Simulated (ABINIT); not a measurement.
# Quasiparticle gap of CsPbCl3 (Pm-3m) in ABINIT

Wanted: ground state, empty states, screening and self-energy for CsPbCl3 (Pm-3m).

Method: PBE and many-body steps on it, plane waves, in ABINIT 10.8.3.

### 1. The starting structure

The structure is cubic, space group Pm-3m (No. 221). Conventional cell: a = 5.605 Å, b = 5.605 Å, c = 5.605 Å, α = 90.00°, β = 90.00°, γ = 90.00°. Nearest to Cs lie 12 Cl at 3.96 Å. Nearest to Pb lie 6 Cl at 2.80 Å. Cl has 2 Pb at 2.80 Å and 4 Cs at 3.96 Å nearest. Farther neighbours and most contacts between anions are not listed.

The cell and positions come from the Crystallography Open Database and are kept as given unless a step says otherwise.

### 2. Ground state

This step: ABINIT 10.8.3; DFT, PBE with spin-orbit coupling, plane waves, norm-conserving pseudopotentials.

The ground-state density comes first.

The input, run.abi:

```
acell 3*1.0 Angstrom
rprim 
  5.605000000000 0.000000000000 0.000000000000
  0.000000000000 5.605000000000 0.000000000000
  0.000000000000 0.000000000000 5.605000000000
ntypat 3
znucl 55 82 17
natom 5
typat 1 2 3 3 3
xred 
  0.000000000000 0.000000000000 0.000000000000
  0.500000000000 0.500000000000 0.500000000000
  0.500000000000 0.500000000000 0.000000000000
  0.000000000000 0.500000000000 0.500000000000
  0.500000000000 0.000000000000 0.500000000000
pp_dirpath "pseudos"
pseudos "Cs.upf, Pb.upf, Cl.upf"
ecut 32
nspinor 2
ngkpt 4 4 4
nshiftk 1
shiftk 0 0 0
kptopt 1
chksymbreak 0
nband 64
occopt 1
tolvrs 1e-08
nstep 60
prtwf 0
indata_prefix "in"
outdata_prefix "out"
tmpdata_prefix "tmp"
```

The run is started by

```console
$ OMP_NUM_THREADS=1 mpirun -n 4 abinit run.abi > log
```

Numbers of over 12 decimals in the logs are rounded to 6 here.

The program printed:

```text
.Version 10.8.3 of ABINIT. v10.8.2 released Aug 2026.

 Symmetries : space group Pm -3 m (#221); Bravais cP (primitive cubic)
================================================================================
 Values of the parameters that define the memory need of the present run
     intxc =       0    ionmov =       0      iscf =       7    lmnmax =      24
     lnmax =      24     mgfft =      54  mpssoang =       7    mqgrid =    3001
     natom =       5  nloc_mem =       1    nspden =       1   nspinor =       2
    nsppol =       1      nsym =      48    n1xccc =    2501    ntypat =       3
    occopt =       1   xclevel =       2
-    mband =          64        mffmem =           1         mkmem =           3
       mpw =       10315          nfft =      157464          nkpt =          10
================================================================================
  Rough estimation (10% accuracy) of disk space for files :
================================================================================

--------------------------------------------------------------------------------
------------- Echo of variables that govern the present computation ------------
--------------------------------------------------------------------------------
 -outvars: echo values of preprocessed input variables --------
            acell      1.8897261259E+00  1.8897261259E+00  1.8897261259E+00 Bohr

      chksymbreak           0
             ecut      3.20000000E+01 Hartree
-          fftalg         312

              ixc     -101130
              kpt      0.00000000E+00  0.00000000E+00  0.00000000E+00
                       2.50000000E-01  0.00000000E+00  0.00000000E+00
                       5.00000000E-01  0.00000000E+00  0.00000000E+00
                       2.50000000E-01  2.50000000E-01  0.00000000E+00
                       5.00000000E-01  2.50000000E-01  0.00000000E+00
                       5.00000000E-01  5.00000000E-01  0.00000000E+00
                       2.50000000E-01  2.50000000E-01  2.50000000E-01
                       5.00000000E-01  2.50000000E-01  2.50000000E-01
                       5.00000000E-01  5.00000000E-01  2.50000000E-01
                       5.00000000E-01  5.00000000E-01  5.00000000E-01
         kptrlatt        4    0    0      0    4    0      0    0    4
          kptrlen      4.23676597E+01
P           mkmem           3
            natom           5
            nband          64
            ngfft          54      54      54
             nkpt          10
          nspinor           2
            nstep          60
             nsym          48
           ntypat           3
              occ      1.000000  1.000000  1.000000  1.000000  1.000000  1.000000
                       1.000000  1.000000  1.000000  1.000000  1.000000  1.000000
                       1.000000  1.000000  1.000000  1.000000  1.000000  1.000000
                       1.000000  1.000000  1.000000  1.000000  1.000000  1.000000
                       1.000000  1.000000  1.000000  1.000000  1.000000  1.000000
                       1.000000  1.000000  1.000000  1.000000  1.000000  1.000000
                       1.000000  1.000000  1.000000  1.000000  1.000000  1.000000
                       1.000000  1.000000  1.000000  1.000000  1.000000  1.000000
                       1.000000  1.000000  1.000000  1.000000  0.000000  0.000000
                       0.000000  0.000000  0.000000  0.000000  0.000000  0.000000
                       0.000000  0.000000  0.000000  0.000000
            prtwf           0
            rprim      5.6050000000E+00  0.0000000000E+00  0.0000000000E+00
                       0.0000000000E+00  5.6050000000E+00  0.0000000000E+00
[...]
spgroup         221

           tolvrs      1.00000000E-08

             xred      0.0000000000E+00  0.0000000000E+00  0.0000000000E+00
[...]
znucl       55.00000   82.00000   17.00000

================================================================================

 chkinp: Checking input parameters for consistency.

================================================================================
== DATASET  1 ==================================================================
-   mpi_nproc: 4, omp_nthreads: 1 (-1 if OMP is not activated)

--- !DatasetInfo
iteration_state: {dtset: 1, }
dimensions: {natom: 5, nkpt: 10, mband: 64, nsppol: 1, nspinor: 2, nspden: 1, mpw: 10315, }
cutoff_energies: {ecut:  32.0, pawecutdg:  -1.0, }
electrons: {nelect:   5.20000000E+01, charge:   0.00000000E+00, occopt:   1.00000000E+00, tsmear:   1.00000000E-02, }

 Real(R)+Recip(G) space primitive vectors, cartesian coordinates (Bohr,Bohr^-1):
 R(1)= 10.5919149  0.0000000  0.0000000  G(1)=  0.0944116  0.0000000  0.0000000
 R(2)=  0.0000000 10.5919149  0.0000000  G(2)=  0.0000000  0.0944116  0.0000000
 R(3)=  0.0000000  0.0000000 10.5919149  G(3)=  0.0000000  0.0000000  0.0944116
 Unit cell volume ucvol=  1.1882928E+03 bohr^3
 Angles (23,13,12)=  9.00000000E+01  9.00000000E+01  9.00000000E+01 degrees

 getcut: wavevector=  0.0000  0.0000  0.0000  ngfft=  54  54  54
         ecut(hartree)=     32.000   => boxcut(ratio)=   2.00207

--- Pseudopotential description ------------------------------------------------
- Cs Generated using ONCVPSP code by D. R. Hamann
[...]
ETOT  8  -282.85384468095    -2.894E-07 1.717E-04 2.282E-04
 ETOT  9  -282.85384469149    -1.054E-08 1.636E-04 4.848E-06
 ETOT 10  -282.85384469194    -4.470E-10 7.027E-05 2.000E-07
 ETOT 11  -282.85384469195    -1.540E-11 1.052E-04 6.733E-09

 At SCF step   11       vres2   =  6.73E-09 < tolvrs=  1.00E-08 =>converged.

 Cartesian components of stress tensor (hartree/bohr^3)
  sigma(1 1)= -3.65097675E-05  sigma(3 2)=  0.00000000E+00
  sigma(2 2)= -3.65097675E-05  sigma(3 1)=  0.00000000E+00
  sigma(3 3)= -3.65097675E-05  sigma(2 1)=  0.00000000E+00

--- !ResultsGS
iteration_state: {dtset: 1, }
comment   : Summary of ground state results
lattice_vectors:
- [ 10.5919149,   0.0000000,   0.0000000, ]
- [  0.0000000,  10.5919149,   0.0000000, ]
- [  0.0000000,   0.0000000,  10.5919149, ]
lattice_lengths: [  10.59191,   10.59191,   10.59191, ]
lattice_angles: [ 90.000,  90.000,  90.000, ] # degrees, (23, 13, 12)
lattice_volume:   1.1882928E+03
convergence: {deltae: -1.540E-11, res2:  6.733E-09, residm:  1.052E-04, diffor: null, }
etotal    :  -2.82853845E+02
entropy   :   0.00000000E+00
fermie    :   1.03753237E-01
cartesian_stress_tensor: # hartree/bohr^3
- [ -3.65097675E-05,   0.00000000E+00,   0.00000000E+00, ]
- [  0.00000000E+00,  -3.65097675E-05,   0.00000000E+00, ]
- [  0.00000000E+00,   0.00000000E+00,  -3.65097675E-05, ]
pressure_GPa:   1.0742E+00
xred      :
- [  0.0000E+00,   0.0000E+00,   0.0000E+00, Cs]
- [  5.0000E-01,   5.0000E-01,   5.0000E-01, Pb]
- [  5.0000E-01,   5.0000E-01,   0.0000E+00, Cl]
- [  0.0000E+00,   5.0000E-01,   5.0000E-01, Cl]
- [  5.0000E-01,   0.0000E+00,   5.0000E-01, Cl]
cartesian_forces: # hartree/bohr
- [ -0.00000000E+00,  -0.00000000E+00,  -0.00000000E+00, ]
- [ -0.00000000E+00,  -0.00000000E+00,  -0.00000000E+00, ]
- [ -0.00000000E+00,  -0.00000000E+00,  -0.00000000E+00, ]
- [ -0.00000000E+00,  -0.00000000E+00,  -0.00000000E+00, ]
- [ -0.00000000E+00,  -0.00000000E+00,  -0.00000000E+00, ]
force_length_stats: {min:   0.00000000E+00, max:   0.00000000E+00, mean:   0.00000000E+00, }

 Integrated electronic density in atomic spheres:
 ------------------------------------------------
 Atom  Sphere_radius  Integrated_density
[...]
================================================================================

 ----iterations are completed or convergence reached----

 Mean square residual over all n,k,spin=   49.893E-08; max=  10.520E-05
 reduced coordinates (array xred) for    5 atoms
       0.000000000000      0.000000000000      0.000000000000
       0.500000000000      0.500000000000      0.500000000000
       0.500000000000      0.500000000000      0.000000000000
       0.000000000000      0.500000000000      0.500000000000
       0.500000000000      0.000000000000      0.500000000000
 rms dE/dt=  0.0000E+00; max dE/dt=  0.0000E+00; dE/dt below (all hartree)
    1       0.000000000000      0.000000000000      0.000000000000
    2       0.000000000000      0.000000000000      0.000000000000
    3       0.000000000000      0.000000000000      0.000000000000
    4       0.000000000000      0.000000000000      0.000000000000
    5       0.000000000000      0.000000000000      0.000000000000

 cartesian coordinates (angstrom) at end:
    1      0.000000     0.000000     0.000000
    2      2.802500     2.802500     2.802500
    3      2.802500     2.802500     0.000000
[...]
cartesian forces (hartree/bohr) at end:
[...]
frms,max,avg= 0.0000000E+00 0.0000000E+00   0.000E+00  0.000E+00  0.000E+00 h/b

 cartesian forces (eV/Angstrom) at end:
    1     -0.000000    -0.000000    -0.000000
    2     -0.000000    -0.000000    -0.000000
    3     -0.000000    -0.000000    -0.000000
    4     -0.000000    -0.000000    -0.000000
    5     -0.000000    -0.000000    -0.000000
 frms,max,avg= 0.0000000E+00 0.0000000E+00   0.000E+00  0.000E+00  0.000E+00 e/A
 length scales=  1.889726125908  1.889726125908  1.889726125908 bohr
              =  1.000000000000  1.000000000000  1.000000000000 angstroms
 prteigrs : about to open file out_EIG
 Fermi (or HOMO) energy (hartree) =   0.10375   Average Vxc (hartree)=  -0.29283
 Eigenvalues (hartree) for nkpt=  10  k points:
 kpt#   1, nband= 64, wtk=  0.01563, kpt=  0.0000  0.0000  0.0000 (reduced coord)
  -5.00377   -5.00377   -3.47703   -3.47703   -2.65653   -2.65653   -2.65653   -2.65653
  -0.68191   -0.68191   -0.56114   -0.56114   -0.56114   -0.56114   -0.47581   -0.47581
  -0.47581   -0.47581   -0.46458   -0.46458   -0.45553   -0.45553   -0.41935   -0.41935
  -0.41935   -0.41935   -0.23894   -0.23894   -0.17974   -0.17974   -0.17974   -0.17974
  -0.13752   -0.13752   -0.08001   -0.08001   -0.06593   -0.06593   -0.06593   -0.06593
   0.00408    0.00408    0.00408    0.00408    0.00497    0.00497    0.00619    0.00619
   0.01060    0.01060    0.01060    0.01060    0.22521    0.22521    0.25952    0.25952
   0.25952    0.25952    0.27929    0.27929    0.29260    0.29260    0.29269    0.29282
 prteigrs : prtvol=0 or 1, do not print more k-points.

--- !EnergyTerms
iteration_state     : {dtset: 1, }
comment             : Components of total free energy in Hartree
kinetic             :  8.09980751373054E+01
hartree             :  1.00487182072771E+02
xc                  : -5.44017374878095E+01
Ewald energy        : -1.33017418738071E+02
psp_core            :  3.38689025554573E+00
local_psp           : -3.03812843028509E+02
non_local_psp       :  2.35060070968156E+01
total_energy        : -2.82853844691951E+02
total_energy_eV     : -7.69684521907340E+03
band_energy         : -3.83051409417129E+01

 Cartesian components of stress tensor (hartree/bohr^3)
  sigma(1 1)= -3.65097675E-05  sigma(3 2)=  0.00000000E+00
  sigma(2 2)= -3.65097675E-05  sigma(3 1)=  0.00000000E+00
  sigma(3 3)= -3.65097675E-05  sigma(2 1)=  0.00000000E+00

-Cartesian components of stress tensor (GPa)         [Pressure=  1.0742E+00 GPa]
- sigma(1 1)= -1.07415444E+00  sigma(3 2)=  0.00000000E+00
- sigma(2 2)= -1.07415444E+00  sigma(3 1)=  0.00000000E+00
- sigma(3 3)= -1.07415444E+00  sigma(2 1)=  0.00000000E+00

== END DATASET(S) ==============================================================
================================================================================

 -outvars: echo values of variables after computation  --------
           etotal     -2.8285384469E+02
            nband          64
             nkpt          10
          spgroup         221
 [... the other variables as echoed above ...]

 Calculation completed.
```

Wall time 6.1 min (4 MPI ranks of Arm Neoverse V1, shared host); peak memory 0.67 GiB.

Numbers from this step:

```
total energy               : -7696.8452 eV
gap                        : 0.6969 eV
k of the valence top       : 0.5, 0.5, 0.5
k of the conduction bottom : 0.5, 0.5, 0.5
least direct gap           : 0.6969 eV
pressure                   : 1.074 GPa
```

The gap is direct, at (0.500, 0.500, 0.500).

The cutoff was set for levels, not for stress, so the pressure can be off by some GPa.

(Continued in part 2 of 3.)

[Paths, hosts, dates, memory and timing lines, banners, echoed tables and standing remarks are left out of the program output.]

[Logs are printed without paths, hosts, clocks, repeated set-up lines and the standing remarks that a program may print on its own settings, such as how far it seeks lower states.]

[Runs of the session that timed out or met a known fault of the program may be left out.]

[Hosts, paths, dates, database ids (printed as entryN), source tags and the programs' standing remarks are cut or masked in the printed files.]

[G0W0 gaps are taken among the corrected bands and points alone; a level outside them can change the order at an edge.]

[Where Ansatz stands beside ABINIT at settings called matched, ABINIT's density can come from a denser mesh and the files from another edition; pairs whose starting gaps differed by over 0.03 eV were left out, so agreement reads better than it is.]
